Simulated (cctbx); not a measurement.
# Symmetry from intensities

Cell: a = 4.1400 Å, b = 13.9080 Å, c = 10.9140 Å, α = 90.00°, β = 90.00°, γ = 90.00°. Expected content of the cell: Gd4 Ba4 Te12 Ni4.

Simulated single-crystal data (cctbx): synchrotron X-rays, λ = 0.6889 Å, to d = 0.65 Å, 50 % of the full sphere, strongest reflection 40000 counts, noise from counting, a 1.5 % proportional error and a noise floor of 2 counts (s.d.); no absorption.

Tests on the unmerged data give:

```text
4778 reflections to d = 0.650 A
centring   violations  <I/sigma> of those
    A        978 of  2374      8.8
    B        977 of  2414      8.6
    C          1 of  2442     -0.0
    I        999 of  2394      9.0
    R       1371 of  3195      9.8
    F        978 of  3615      5.8
Laue class    unique    Rint  (classes that these axes allow; Friedel mates merged)
C 1 2/m 1        1139   0.018
C 2/m 1 1        1190   0.017
C m m m           700   0.019
space group    extra absences  I>4sigma  <I/sigma>
C 2 2 21                7          0      -0.6  acentric
C 2 2 2                 0          0         -  acentric
C m m 2                 0          0         -  acentric
C m c 21               42          0      -0.1  acentric
C 2 m m                 0          0         -  acentric
C m 2 m                 0          0         -  acentric
C 2 c m                42          0      -0.1  acentric
C m c m                42          0      -0.1  centric
C m m m                 0          0         -  centric
Wilson B = 1.10 A^2   <|E^2-1|> = 0.853 (0.968 centric, 0.736 acentric)   E^2>4: 1.9 %
shell (A)         n   <I/sigma>
 6.95 - 1.30    102     47.4
 1.30 - 1.03     84     45.2
 1.03 - 0.90     94     34.4
 0.90 - 0.82     83     31.8
 0.82 - 0.76     88     29.0
 0.76 - 0.72     79     27.4
 0.72 - 0.68     86     21.4
 0.68 - 0.65     84     24.7
```

Q: Read the symmetry from these tables.

The reflections that C centring forbids are absent (⟨I/σ⟩ near 0), so the lattice is C.

Rint stays low (0.017 to 0.019) up to C m m m, the highest class in these axes.

9 settings pass the absence test. The most absences obeyed, 42, belong to C m c 21, C 2 c m and C m c m, which absences can't tell apart.

⟨|E²−1|⟩ = 0.853 lies between the two ideal values. The Wilson B of 1.10 Å² means U ≈ 0.0139 Å².

The true group is Cmcm (no. 63), Laue class mmm, centrosymmetric. The tables only narrow the choice to the tied entries; cell content, site symmetry and trial solutions must settle it.

This is a model crystal, built by substitution and not relaxed, with assumed displacement parameters.

[Logs are printed without paths, hosts, clocks, repeated set-up lines and the standing remarks that a program may print on its own settings, such as how far it seeks lower states.]
